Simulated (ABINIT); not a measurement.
# LiH (Fm-3m): G0W0 in ABINIT against the k mesh, part 3 of 3

Aim: move the k mesh of a G0W0 run on LiH (Fm-3m) over a wide range.

ABINIT 10.8.3; PBE and many-body steps on it, plane waves. Known limits of the many-body steps: not at the basis limit.

So far. Step 10 (6×6×6): The gap on the mesh goes from 3.02 eV to 4.94 eV, a correction of +1.92 eV. Step 12 (8×8×8): Against the run before, the gap moves by +0.014 eV.

The database entry behind the starting cell differs from later determinations by our own check (the deuteride, about 0.2 % short), so it need not match the best structure at ambient conditions.

### 13. Screening, 10×10×10 mesh, 79 bands, screening to 261.2 eV

This step: RPA screening on PBE, plane waves, norm-conserving pseudopotentials.

Contents of run.abi:

```
acell 3*1.0 Angstrom
rprim 
  -0.000000000000 2.036750000000 2.036750000000
  2.036750000000 -0.000000000000 2.036750000000
  2.036750000000 2.036750000000 -0.000000000000
ntypat 2
znucl 3 1
natom 2
typat 1 2
xred 
  0.000000000000 0.000000000000 0.000000000000
  0.500000000000 0.500000000000 0.500000000000
pp_dirpath "pseudos"
pseudos "Li.upf, H.upf"
ecut 33
ngkpt 10 10 10
nshiftk 1
shiftk 0 0 0
kptopt 1
chksymbreak 0
istwfk *1
occopt 1
irdwfk 1
optdriver 3
nband 79
ecuteps 9.6
inclvkb 2
awtr 1
symchi 1
indata_prefix "in"
outdata_prefix "out"
tmpdata_prefix "tmp"
```

Command:

```console
$ OMP_NUM_THREADS=1 mpirun -n 4 abinit run.abi > log
```

The log of the run:

```text
.Version 10.8.3 of ABINIT. v10.8.2 released Aug 2026.

 Symmetries : space group Fm -3 m (#225); Bravais cF (face-center cubic)
[... echo of the input left out ...]
== DATASET  1 ==================================================================
-   mpi_nproc: 4, omp_nthreads: 1 (-1 if OMP is not activated)

--- !DatasetInfo
iteration_state: {dtset: 1, }
dimensions: {natom: 2, nkpt: 47, mband: 79, nsppol: 1, nspinor: 1, nspden: 1, mpw: 1056, }
cutoff_energies: {ecut:  33.0, pawecutdg:  -1.0, }
[...]
--------------------------------------------------------------------------------
[... chi0 elements left out ...]
 For q-point:  0.000010 0.000020 0.000030
  dielectric constant =   3.9689
  dielectric constant without local fields =   4.3625

  Average fulfillment of the sum rule on Im[epsilon] for q-point    1 :     89.77  [%]
[... wings left out ...]
  q-point number  2        q = ( 0.100000, 0.000000, 0.000000) [r.l.u.]
--------------------------------------------------------------------------------
[... chi0 elements left out ...]
  Average fulfillment of the sum rule on Im[epsilon] for q-point    2 :     98.37  [%]

 [... 45 further q-points ...]
```

Elapsed: 3.4 min, on 4 MPI ranks of AMD EPYC 7R43, shared host; peak memory 1.6 GiB.

Numbers from this step:

```
ε∞ with local fields, on this mesh, along the program's q direction : 3.969
the same without local fields                                       : 4.362
plasma frequency                                                    : 18.07 eV
plane waves in the screening matrix                                 : 169
```

### 14. 10×10×10

This step: G0W0 on PBE, plane waves, norm-conserving pseudopotentials.

run.abi: that of step 13 with these lines changed.

```diff
@@ -23,8 +23,17 @@
 irdwfk 1
-optdriver 3
+optdriver 4
 nband 79
+gwcalctyp 0
+ecutsigx 33
+symsigma 1
+nkptgw 2
+kptgw 
+  0.5000000000 0.5000000000 0.0000000000
+  0.0000000000 0.0000000000 0.0000000000
+bdgw 
+  1 5
+  1 6
 ecuteps 9.6
-inclvkb 2
-awtr 1
-symchi 1
+irdscr 1
+ppmodel 1
 indata_prefix "in"
```

The log of the run:

```text
.Version 10.8.3 of ABINIT. v10.8.2 released Aug 2026.

 Symmetries : space group Fm -3 m (#225); Bravais cF (face-center cubic)
[... echo of the input left out ...]
== DATASET  1 ==================================================================
-   mpi_nproc: 4, omp_nthreads: 1 (-1 if OMP is not activated)

--- !DatasetInfo
iteration_state: {dtset: 1, }
dimensions: {natom: 2, nkpt: 47, mband: 79, nsppol: 1, nspinor: 1, nspden: 1, mpw: 1056, }
cutoff_energies: {ecut:  33.0, pawecutdg:  -1.0, }
[...]
Band     E0 <VxcDFT>   SigX SigC(E0)      Z dSigC/dE  Sig(E)    E-E0       E
[...]
5  17.057  -8.964  -2.438  -5.347   0.711  -0.406  -8.126   0.838  17.895
        6  17.057  -8.964  -2.438  -5.347   0.711  -0.406  -8.126   0.838  17.895

== END DATASET(S) ==============================================================
================================================================================

 -outvars: echo values of variables after computation  --------
           etotal      0.0000000000E+00
            nband          79
             nkpt          47
          spgroup         225
 [... the other variables as echoed above ...]

 Calculation completed.
```

Elapsed: 26 s, on 4 MPI ranks; peak memory 1.7 GiB; 1.7 min of CPU time.

This step gave:

* G0W0 gap on the points computed: 4.955 eV
* starting gap on the mesh: 3.022 eV
* k of the valence top: 0.5, 0.5, 0
* k of the conduction bottom: 0.5, 0.5, 0
* least direct G0W0 gap on the computed points: 4.955 eV

Against the run before, the gap moves by +0.000 eV.

### 15. Screening, 12×12×12 mesh, 79 bands, screening to 261.2 eV

This step: RPA screening on PBE, plane waves, norm-conserving pseudopotentials.

run.abi: that of step 14 with these lines changed.

```diff
@@ -15,3 +15,3 @@
 ecut 33
-ngkpt 10 10 10
+ngkpt 12 12 12
 nshiftk 1
@@ -23,17 +23,8 @@
 irdwfk 1
-optdriver 4
+optdriver 3
 nband 79
-gwcalctyp 0
-ecutsigx 33
-symsigma 1
-nkptgw 2
-kptgw 
-  0.5000000000 0.5000000000 0.0000000000
-  0.0000000000 0.0000000000 0.0000000000
-bdgw 
-  1 5
-  1 6
 ecuteps 9.6
-irdscr 1
-ppmodel 1
+inclvkb 2
+awtr 1
+symchi 1
 indata_prefix "in"
```

The log of the run:

```text
.Version 10.8.3 of ABINIT. v10.8.2 released Aug 2026.

 Symmetries : space group Fm -3 m (#225); Bravais cF (face-center cubic)
[... echo of the input left out ...]
== DATASET  1 ==================================================================
-   mpi_nproc: 4, omp_nthreads: 1 (-1 if OMP is not activated)

--- !DatasetInfo
iteration_state: {dtset: 1, }
dimensions: {natom: 2, nkpt: 72, mband: 79, nsppol: 1, nspinor: 1, nspden: 1, mpw: 1056, }
cutoff_energies: {ecut:  33.0, pawecutdg:  -1.0, }
[...]
--------------------------------------------------------------------------------
[... chi0 elements left out ...]
 For q-point:  0.000010 0.000020 0.000030
  dielectric constant =   3.9584
  dielectric constant without local fields =   4.3517

  Average fulfillment of the sum rule on Im[epsilon] for q-point    1 :     89.76  [%]
[... wings left out ...]
  q-point number  2        q = ( 0.083333, 0.000000, 0.000000) [r.l.u.]
--------------------------------------------------------------------------------
[... chi0 elements left out ...]
  Average fulfillment of the sum rule on Im[epsilon] for q-point    2 :     98.47  [%]

 [... 70 further q-points ...]
```

Wall time 9.9 min (4 MPI ranks); peak memory 2.4 GiB.

Numbers from this step:

```yaml
eps_infinity_with_local_fields_on_this_mesh_along_the_program_s_q_direction: 3.958
the_same_without_local_fields: 4.352
plasma_frequency: 18.07 eV
plane_waves_in_the_screening_matrix: 169
```

### 16. 12×12×12

This step: G0W0 on PBE, plane waves, norm-conserving pseudopotentials.

run.abi: that of step 15 with these lines changed.

```diff
@@ -23,8 +23,17 @@
 irdwfk 1
-optdriver 3
+optdriver 4
 nband 79
+gwcalctyp 0
+ecutsigx 33
+symsigma 1
+nkptgw 2
+kptgw 
+  0.5000000000 0.5000000000 0.0000000000
+  0.0000000000 0.0000000000 0.0000000000
+bdgw 
+  1 5
+  1 6
 ecuteps 9.6
-inclvkb 2
-awtr 1
-symchi 1
+irdscr 1
+ppmodel 1
 indata_prefix "in"
```

The log of the run:

```text
.Version 10.8.3 of ABINIT. v10.8.2 released Aug 2026.

 Symmetries : space group Fm -3 m (#225); Bravais cF (face-center cubic)
[... echo of the input left out ...]
== DATASET  1 ==================================================================
-   mpi_nproc: 4, omp_nthreads: 1 (-1 if OMP is not activated)

--- !DatasetInfo
iteration_state: {dtset: 1, }
dimensions: {natom: 2, nkpt: 72, mband: 79, nsppol: 1, nspinor: 1, nspden: 1, mpw: 1056, }
cutoff_energies: {ecut:  33.0, pawecutdg:  -1.0, }
[...]
Band     E0 <VxcDFT>   SigX SigC(E0)      Z dSigC/dE  Sig(E)    E-E0       E
[...]
5  17.057  -8.964  -2.438  -5.353   0.711  -0.406  -8.130   0.834  17.890
        6  17.057  -8.964  -2.438  -5.353   0.711  -0.406  -8.130   0.834  17.890

== END DATASET(S) ==============================================================
================================================================================

 -outvars: echo values of variables after computation  --------
           etotal      0.0000000000E+00
            nband          79
             nkpt          72
          spgroup         225
 [... the other variables as echoed above ...]

 Calculation completed.
```

Run time: 42 s. Hardware: 4 MPI ranks; peak memory 2.5 GiB.

Numbers from this step:

```yaml
g0w0_gap_on_the_points_computed: 4.954 eV
starting_gap_on_the_mesh: 3.022 eV
k_of_the_valence_top: 0.5, 0.5, 0
k_of_the_conduction_bottom: 0.5, 0.5, 0
least_direct_g0w0_gap_on_the_computed_points: 4.954 eV
```

Against the run before, the gap moves by −0.001 eV.

### 17. The runs together

Times are wall times on 4 MPI ranks of AMD EPYC 7R43, shared host, good to a factor of about two. A run's time includes the screening step that it read.

```tsv
run	mesh	bands	screening cutoff (eV)	DFT gap (eV)	gap on the mesh (eV)	direct (eV)	ε∞ used	time
4×4×4	4×4×4	79	261.2	3.022	4.815	4.815	5.09	8.6 s
6×6×6	6×6×6	79	261.2	3.022	4.941	4.941	4.18	23 s
8×8×8	8×8×8	79	261.2	3.022	4.955	4.955	4.01	76 s
10×10×10	10×10×10	79	261.2	3.022	4.955	4.955	3.97	3.9 min
12×12×12	12×12×12	79	261.2	3.022	4.954	4.954	3.96	11 min
```

### 18. Outcome

```
4×4×4        : 4.815 eV
6×6×6        : 4.941 eV
8×8×8        : 4.955 eV
10×10×10     : 4.955 eV
12×12×12     : 4.954 eV
known limits : not at the basis limit; coarse k mesh
```

In words: The setting moved: k mesh. From 4×4×4 to 12×12×12 the gap moves by +0.14 eV, for 74 times the time. It holds to 0.03 eV from 6×6×6 on. Bands and screening cutoff are coupled, so a series along one setting does not show full convergence. Bands and cutoff are finite, so the gap is not at the basis limit. The miss can reach some tenths of an eV and take either sign; the mesh is an error of its own. In the first G0W0 run levels were corrected at 2 k points alone, so a gap called «on the mesh» is the least over those, and an edge elsewhere would be missed. The 4×4×4 mesh is coarse for this cell, which bears on the long-range parts of exchange and screening.

[Paths, hosts, dates, memory and timing lines, banners, echoed tables and standing remarks are left out of the program output.]

[Logs are printed without paths, hosts, clocks, repeated set-up lines and the standing remarks that a program may print on its own settings, such as how far it seeks lower states.]

[Runs of the session that timed out or met a known fault of the program may be left out.]

[No measured gap is set beside runs whose start may be inverted or whose files or cutoffs have a known fault.]

[Hosts, paths, dates, database ids (printed as entryN), source tags and the programs' standing remarks are cut or masked in the printed files.]

[G0W0 gaps are taken among the corrected bands and points alone; a level outside them can change the order at an edge.]

[Where Ansatz stands beside ABINIT at settings called matched, ABINIT's density can come from a denser mesh and the files from another edition; pairs whose starting gaps differed by over 0.03 eV were left out, so agreement reads better than it is.]
